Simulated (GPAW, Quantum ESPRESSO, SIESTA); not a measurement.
# Birch–Murnaghan line for diamond Ge, QE, PBE

Calculated with Quantum ESPRESSO 7.5: PBE; plane waves, GBRV 1.5 ultrasoft, 45/270 Ry; k-mesh 7×7×7. The volume is changed in steps from typed lattice constants. V0 = 23.79 Å³ an atom is where a Birch–Murnaghan fit to this level's pressures, the withheld one apart, crosses zero; rows within 2.5 % of V0 are left out, since F is ill-conditioned there. The typed cell is scaled evenly, with no relaxation, and each row is a single point.

```
volume (Å³/atom)  pressure (GPa)
          21.977               ?
          22.455           3.823
          22.932           2.413
          24.843          -2.313
          25.321          -3.198
          25.799          -3.994
```

Task: Fit the third-order Birch–Murnaghan equation to the rows given and extrapolate to the withheld row.

**Working.**

Take the Eulerian strain f = ½[(V0/V)^(2/3) − 1] and the normalised pressure F = P / [3f(1 + 2f)^(5/2)]. The third-order Birch–Murnaghan equation is then the line F = B0 + (3/2)B0(B′ − 4) f, so u = f and v = F.

| u = f | v = F (GPa) |
| --- | --- |
| 0.0196261 | 58.9722 |
| 0.0123951 | 61.0375 |
| -0.0142305 | 58.2351 |
| -0.0203633 | 58.0835 |
| -0.0263062 | 57.9308 |

With n = 5: mean u = -0.00577575, mean v = 58.8518, Σ(u − ū)² = 0.0016812, Σ(u − ū)(v − v̄) = 0.078105. Slope b = 0.078105 / 0.0016812 = 46.458; intercept a = v̄ − b ū = 59.120.

So B0 = 59.12 GPa and B′ = 4 + 2b/(3a) = 4.52. At the withheld volume f = 0.02713, F = 60.38 GPa, and P = 3f(1 + 2f)^(5/2) F.

Prediction at 21.977: 5.609 GPa. The run gave 5.619 GPa, so the fit is low by 0.0098 GPa (0.17 % of the value).

A fit to this level's energies over the whole scan gives V0 = 23.891 Å³, B0 = 58.19 GPa and B′ = 4.49. Among the rows given, the largest miss of the fit is at 22.455, by 0.069 GPa (0.71 % of the range of the table).

Limits: The nuclei are static. The DFT runs use Fermi–Dirac occupations of width 0.01 eV, and energies are free energies. The pressures scatter by 0.03 GPa r.m.s. about a smooth curve, which shows enlarged in F and loosens B′.

[Logs are printed without paths, hosts, clocks, repeated set-up lines and the standing remarks that a program may print on its own settings, such as how far it seeks lower states.]

[Hosts, paths, dates, database ids (printed as entryN), source tags and the programs' standing remarks are cut or masked in the printed files.]
